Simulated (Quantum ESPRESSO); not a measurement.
## CoSi2 (Fm-3m): from the cell to the phonon bands

How does CoSi2 (Fm-3m) vibrate, and is this structure a minimum?

Method: DFT PBE, scalar-relativistic, plane waves, GBRV ultrasoft pseudopotentials, in Quantum ESPRESSO 7.5.

The database entry behind the starting cell differs from later determinations by our own check (0.1 to 0.3 % short, probably kX units), so it need not match the best structure at ambient conditions.

## Step 1: Starting point

The structure is cubic, space group Fm-3m (No. 225). The conventional cell has a = 5.356 Å, b = 5.356 Å, c = 5.356 Å, α = 90.00°, β = 90.00°, γ = 90.00°. Co has 8 Si at 2.32 Å nearest. Nearest to Si lie 4 Co at 2.32 Å. Farther neighbours are not listed.

## Step 2: A first look

A cheap run with smearing and empty bands tells whether the crystal has a gap, which decides between fixed occupations and smearing later on.

Input file probe.in:

```
&control
   calculation = 'scf'
   prefix = 'x'
   outdir = './tmp'
   pseudo_dir = './pseudo'
   tprnfor = .true.
   tstress = .true.
   verbosity = 'high'
/
&system
   ibrav = 0
   nat = 3
   ntyp = 2
   ecutwfc = 45.0
   ecutrho = 270.0
   occupations = 'smearing'
   smearing = 'gaussian'
   degauss = 0.01
/
&electrons
   conv_thr = 1.0d-07
   mixing_beta = 0.7
   electron_maxstep = 100
/
ATOMIC_SPECIES
 Co     58.9332  Co.upf
 Si     28.0850  Si.upf
CELL_PARAMETERS angstrom
    -2.678000000    0.000000000    2.678000000
     0.000000000    2.678000000    2.678000000
    -2.678000000    2.678000000    0.000000000
ATOMIC_POSITIONS crystal
 Co     0.000000000   0.000000000   0.000000000
 Si     0.750000000   0.750000000   0.750000000
 Si     0.250000000   0.250000000   0.250000000
K_POINTS automatic
 6 6 6 0 0 0
```

The run is started by

```sh
> OMP_NUM_THREADS=1 mpirun -n 4 pw.x -nk 4 -in probe.in > probe.out
```

Output:

```text
[banners, grids, parts of the stress and lines that vanish by symmetry left out]
Program PWSCF v.7.5
     Message from routine setup:
     using ibrav=0 with symmetry is DISCOURAGED, use correct ibrav instead
[...]
kinetic-energy cutoff     =      45.0000  Ry
     charge density cutoff     =     270.0000  Ry
     scf convergence threshold =      1.0E-07
[...]
Exchange-correlation= SLA  PW   PBE  PBE
                           (   1   4   3   4   0   0   0)
[...]
48 Sym. Ops., with inversion, found
[...]
(     0          1          0      )
                  (     0          0          1      )
[...]
(  0.0000000  1.0000000  0.0000000 )
                  ( -0.0000000 -0.0000000  1.0000000 )
[...]
(     1          0         -1      )
                  (     0          0         -1      )
[...]
(     0          1         -1      )
                  (     0          1          0      )
[...]
( -1.0000000  0.0000000  0.0000000 )
                  (  0.0000000  1.0000000 -0.0000000 )
[...]
number of k points=    16  Gaussian smearing, width (Ry)=  0.0100
[...]
End of self-consistent calculation
[...]
the Fermi energy is    12.9075 ev
!    total energy              =    -317.78189336 Ry
[...]
convergence has been achieved in  20 iterations
[...]
atom    1 type  1   force =     0.00000000    0.00000000   -0.00000000
     atom    2 type  2   force =    -0.00000000   -0.00000000   -0.00000000
     atom    3 type  2   force =     0.00000000    0.00000000    0.00000000
[...]
Total force =     0.000000     Total SCF correction =     0.000000
[...]
total   stress  (Ry/bohr**3)                   (kbar)     P=        0.76
[...]
XML data file, charge density, pseudopotentials, collected wavefunctions

   JOB DONE.
```

The job ended after 5 s (4 MPI ranks of Arm Neoverse V1, shared host).

Numbers from this step:

```yaml
volume_per_atom: 12.80 Å³
pressure: 0.076 GPa
gap_on_the_k_mesh: 0 eV
```

No gap opens on this mesh, so smearing is kept; the start stands at 0.076 GPa.

## Step 3: Relaxing the cell and atoms

The relaxation runs at a cutoff a fifth above that of the response, since stress converges more slowly with the basis than frequencies do. Forces and stress are brought to rest with tight thresholds.

Input file relax.in:

```
&control
   calculation = 'vc-relax'
   prefix = 'x'
   outdir = './tmp'
   pseudo_dir = './pseudo'
   tprnfor = .true.
   tstress = .true.
   forc_conv_thr = 2.0d-05
   etot_conv_thr = 1.0d-07
   nstep = 40
/
&system
   ibrav = 0
   nat = 3
   ntyp = 2
   ecutwfc = 54
   ecutrho = 324.0
   occupations = 'smearing'
   smearing = 'mv'
   degauss = 0.02
/
&electrons
   conv_thr = 1.0d-11
   mixing_beta = 0.7
   electron_maxstep = 100
/
&ions
/
&cell
   press_conv_thr = 0.2
/
ATOMIC_SPECIES
 Co     58.9332  Co.upf
 Si     28.0850  Si.upf
CELL_PARAMETERS angstrom
    -2.678000000    0.000000000    2.678000000
     0.000000000    2.678000000    2.678000000
    -2.678000000    2.678000000    0.000000000
ATOMIC_POSITIONS crystal
 Co     0.000000000   0.000000000   0.000000000
 Si     0.750000000   0.750000000   0.750000000
 Si     0.250000000   0.250000000   0.250000000
K_POINTS automatic
 12 12 12 0 0 0
```

The run is started by

```sh
> OMP_NUM_THREADS=1 mpirun -n 4 pw.x -nk 4 -in relax.in > relax.out
```

Output:

```text
[banners, grids, parts of the stress and lines that vanish by symmetry left out]
[banner, memory and clock lines left out]
Program PWSCF v.7.5

[...]
kinetic-energy cutoff     =      54.0000  Ry
     charge density cutoff     =     324.0000  Ry
     scf convergence threshold =      1.0E-11
[...]
energy convergence thresh.=      1.0E-07
     force convergence thresh. =      2.0E-05
     press convergence thresh. =      2.0E-01
     Exchange-correlation= SLA  PW   PBE  PBE
                           (   1   4   3   4   0   0   0)
[...]
48 Sym. Ops., with inversion, found
[...]
number of k points=    72  Marzari-Vanderbilt smearing, width (Ry)=  0.0200
[...]
End of self-consistent calculation
[...]
the Fermi energy is    12.7499 ev
!    total energy              =    -317.78263181 Ry
[...]
convergence has been achieved in  19 iterations
[...]
atom    1 type  1   force =    -0.00000000    0.00000000   -0.00000000
     atom    2 type  2   force =    -0.00000000   -0.00000000   -0.00000000
     atom    3 type  2   force =     0.00000000    0.00000000    0.00000000
     Total force =     0.000000     Total SCF correction =     0.000000
[...]
total   stress  (Ry/bohr**3)                   (kbar)     P=        1.34
[...]
number of bfgs steps    =   0
[...]
CELL_PARAMETERS (angstrom)
[...]
ATOMIC_POSITIONS (crystal)
Co              -0.0000000000       -0.0000000000        0.0000000000
Si               0.7500000000        0.7500000000        0.7500000000
Si               0.2500000000        0.2500000000        0.2500000000
[...]
New effective cutoffs (rho, wfc):  323.57   53.97
[...]
End of self-consistent calculation
[...]
the Fermi energy is    12.7390 ev
!    total energy              =    -317.78263266 Ry
[...]
convergence has been achieved in   6 iterations
[...]
atom    1 type  1   force =     0.00000000   -0.00000000   -0.00000000
     atom    2 type  2   force =     0.00000000   -0.00000000    0.00000000
     atom    3 type  2   force =     0.00000000    0.00000000   -0.00000000
     Total force =     0.000000     Total SCF correction =     0.000000
[...]
total   stress  (Ry/bohr**3)                   (kbar)     P=        0.08
[...]
number of bfgs steps    =   1
[...]
small trust_radius: resetting bfgs history
[...]
CELL_PARAMETERS (angstrom)
[...]
ATOMIC_POSITIONS (crystal)
Co               0.0000000000       -0.0000000000       -0.0000000000
[...]
New effective cutoffs (rho, wfc):  323.56   53.97
[...]
End of self-consistent calculation
[...]
the Fermi energy is    12.7384 ev
!    total energy              =    -317.78263266 Ry
[...]
convergence has been achieved in   5 iterations
[...]
atom    1 type  1   force =     0.00000000    0.00000000    0.00000000
     atom    2 type  2   force =     0.00000000   -0.00000000    0.00000000
     atom    3 type  2   force =    -0.00000000   -0.00000000   -0.00000000
     Total force =     0.000000     Total SCF correction =     0.000000
[...]
total   stress  (Ry/bohr**3)                   (kbar)     P=        0.01
[...]
bfgs converged in   3 scf cycles and   2 bfgs steps
[...]
End of BFGS Geometry Optimization
     Final enthalpy           =    -317.7826326605 Ry
     File ./tmp/x.bfgs deleted, as requested
[...]
CELL_PARAMETERS (angstrom)
[...]
ATOMIC_POSITIONS (crystal)
[...]
Si               0.7500000000        0.7500000000        0.7500000000
Si               0.2500000000        0.2500000000        0.2500000000
[...]
Final scf calculation at the relaxed structure.
[...]
kinetic-energy cutoff     =      54.0000  Ry
     charge density cutoff     =     324.0000  Ry
     scf convergence threshold =      1.0E-13
[...]
press convergence thresh. =      2.0E-01
     Exchange-correlation= SLA  PW   PBE  PBE
                           (   1   4   3   4   0   0   0)
[...]
48 Sym. Ops., with inversion, found
[...]
number of k points=    72  Marzari-Vanderbilt smearing, width (Ry)=  0.0200
[...]
c_bands:  1 eigenvalues not converged
     c_bands:  1 eigenvalues not converged
     c_bands:  1 eigenvalues not converged
     c_bands:  1 eigenvalues not converged
     c_bands:  1 eigenvalues not converged
[...]
End of self-consistent calculation
[...]
the Fermi energy is    12.7384 ev
!    total energy              =    -317.78263458 Ry
[...]
convergence has been achieved in  21 iterations
[...]
atom    1 type  1   force =     0.00000000    0.00000000    0.00000000
     atom    2 type  2   force =    -0.00000000   -0.00000000   -0.00000000
     atom    3 type  2   force =     0.00000000    0.00000000    0.00000000
     Total force =     0.000000     Total SCF correction =     0.000000
[...]
total   stress  (Ry/bohr**3)                   (kbar)     P=        0.02
[...]
XML data file, charge density, pseudopotentials, collected wavefunctions
```

It took 66 s on 4 MPI ranks; 4.4 min of CPU time.

Little changed from the start: no atom moved by 0.005 Å and no cell edge by 0.1 %.

The last row of the table of steps is pw.x's closing run on a basis chosen anew for the final cell, so its energy can jump.

This step gave:

```
volume per atom : 12.81 Å³
pressure        : 0.002 GPa
```

## Step 4: Self-consistent run for the response

The response is built on this ground state, so it is converged far tighter than an energy would need. Smearing stays on, as the first look found no gap above 0.3 eV.

Input file scf.in:

```
&control
   calculation = 'scf'
   prefix = 'x'
   outdir = './tmp'
   pseudo_dir = './pseudo'
   tprnfor = .true.
   tstress = .true.
/
&system
   ibrav = 0
   nat = 3
   ntyp = 2
   ecutwfc = 45.0
   ecutrho = 270.0
   occupations = 'smearing'
   smearing = 'mv'
   degauss = 0.02
/
&electrons
   conv_thr = 1.0d-12
   mixing_beta = 0.7
   electron_maxstep = 100
/
ATOMIC_SPECIES
 Co     58.9332  Co.upf
 Si     28.0850  Si.upf
CELL_PARAMETERS angstrom
    -2.678644910    0.000000000    2.678644910
     0.000000000    2.678644910    2.678644910
    -2.678644910    2.678644910    0.000000000
ATOMIC_POSITIONS crystal
 Co     0.000000000   0.000000000   0.000000000
 Si     0.750000000   0.750000000   0.750000000
 Si     0.250000000   0.250000000   0.250000000
K_POINTS automatic
 12 12 12 0 0 0
```

The run is started by

```sh
> OMP_NUM_THREADS=1 mpirun -n 4 pw.x -nk 4 -in scf.in > scf.out
```

Output:

```text
[banners, grids, parts of the stress and lines that vanish by symmetry left out]
[banner, memory and clock lines left out]
Program PWSCF v.7.5

[...]
kinetic-energy cutoff     =      45.0000  Ry
     charge density cutoff     =     270.0000  Ry
     scf convergence threshold =      1.0E-12
[...]
Exchange-correlation= SLA  PW   PBE  PBE
                           (   1   4   3   4   0   0   0)
[...]
48 Sym. Ops., with inversion, found
[...]
number of k points=    72  Marzari-Vanderbilt smearing, width (Ry)=  0.0200
[...]
End of self-consistent calculation
[...]
the Fermi energy is    12.7393 ev
!    total energy              =    -317.78162688 Ry
[...]
convergence has been achieved in  22 iterations
[...]
atom    1 type  1   force =    -0.00000000    0.00000000   -0.00000000
     atom    2 type  2   force =    -0.00000000    0.00000000   -0.00000000
     atom    3 type  2   force =     0.00000000    0.00000000   -0.00000000
     Total force =     0.000000     Total SCF correction =     0.000000
[...]
total   stress  (Ry/bohr**3)                   (kbar)     P=       -1.34
[...]
XML data file, charge density, pseudopotentials, collected wavefunctions
```

Run time: 14 s. Hardware: 4 MPI ranks; 57 s of CPU time.

Numbers from this step:

* pressure: -0.134 GPa

The cell stands at -0.13 GPa, close enough for phonons.

## Step 5: Levels on a dense mesh

The coupling is a sum over pairs of states at the Fermi level and needs a much denser mesh than the density does.

scf_fit.in, as its differences from scf.in of step 4:

```diff
@@ -17,5 +17,6 @@
    degauss = 0.02
+   la2F = .true.
 /
 &electrons
-   conv_thr = 1.0d-12
+   conv_thr = 1.0d-10
    mixing_beta = 0.7
@@ -35,2 +36,2 @@
 K_POINTS automatic
- 12 12 12 0 0 0
+ 24 24 24 0 0 0
```

The run is started by

```sh
> OMP_NUM_THREADS=1 mpirun -n 4 pw.x -nk 4 -in scf_fit.in > scf_fit.out
```

Output:

```text
[banners, grids, parts of the stress and lines that vanish by symmetry left out]
[banner, memory and clock lines left out]
Program PWSCF v.7.5

[...]
kinetic-energy cutoff     =      45.0000  Ry
     charge density cutoff     =     270.0000  Ry
     scf convergence threshold =      1.0E-10
[...]
Exchange-correlation= SLA  PW   PBE  PBE
                           (   1   4   3   4   0   0   0)
[...]
48 Sym. Ops., with inversion, found
[...]
number of k points=   413  Marzari-Vanderbilt smearing, width (Ry)=  0.0200
[...]
End of self-consistent calculation
[...]
the Fermi energy is    12.7525 ev
!    total energy              =    -317.78167986 Ry
[...]
convergence has been achieved in  20 iterations
[...]
atom    1 type  1   force =     0.00000000   -0.00000000    0.00000000
     atom    2 type  2   force =     0.00000000    0.00000000    0.00000000
     atom    3 type  2   force =    -0.00000000    0.00000000   -0.00000000
     Total force =     0.000000     Total SCF correction =     0.000000
[...]
total   stress  (Ry/bohr**3)                   (kbar)     P=       -1.08
[...]
XML data file, charge density, pseudopotentials, collected wavefunctions
```

It took 64 s on 4 MPI ranks.

Numbers from this step:

| Property | Result |
| --- | --- |
| pressure | -0.1080 GPa |

## Step 6: Self-consistent run for the response

The run on the dense mesh left its levels for the electron-phonon sums; ph.x needs the ground state on the coarse mesh, so pw.x runs once more in the same folder.

scf.in is that of step 4.

The run is started by

```sh
> OMP_NUM_THREADS=1 mpirun -n 4 pw.x -nk 4 -in scf.in > scf.out
```

Output:

```text
[banners, grids, parts of the stress and lines that vanish by symmetry left out]
[banner, memory and clock lines left out]
Program PWSCF v.7.5

[...]
kinetic-energy cutoff     =      45.0000  Ry
     charge density cutoff     =     270.0000  Ry
     scf convergence threshold =      1.0E-12
[...]
Exchange-correlation= SLA  PW   PBE  PBE
                           (   1   4   3   4   0   0   0)
[...]
48 Sym. Ops., with inversion, found
[...]
number of k points=    72  Marzari-Vanderbilt smearing, width (Ry)=  0.0200
[...]
End of self-consistent calculation
[...]
the Fermi energy is    12.7393 ev
!    total energy              =    -317.78162688 Ry
[...]
convergence has been achieved in  22 iterations
[...]
atom    1 type  1   force =    -0.00000000    0.00000000   -0.00000000
     atom    2 type  2   force =    -0.00000000    0.00000000   -0.00000000
     atom    3 type  2   force =     0.00000000    0.00000000   -0.00000000
     Total force =     0.000000     Total SCF correction =     0.000000
[...]
total   stress  (Ry/bohr**3)                   (kbar)     P=       -1.34
[...]
XML data file, charge density, pseudopotentials, collected wavefunctions
```

Run time: 14 s. Hardware: 4 MPI ranks; 57 s of CPU time.

Read from the output:

```yaml
pressure: -0.134 GPa
```

[end of part 1 of 4]

[Host names and launcher messages were left out of these logs when they were recorded.]

[Logs are printed without paths, hosts, clocks, repeated set-up lines and the standing remarks that a program may print on its own settings, such as how far it seeks lower states.]

[Hosts, paths, dates, database ids (printed as entryN), source tags and the programs' standing remarks are cut or masked in the printed files.]
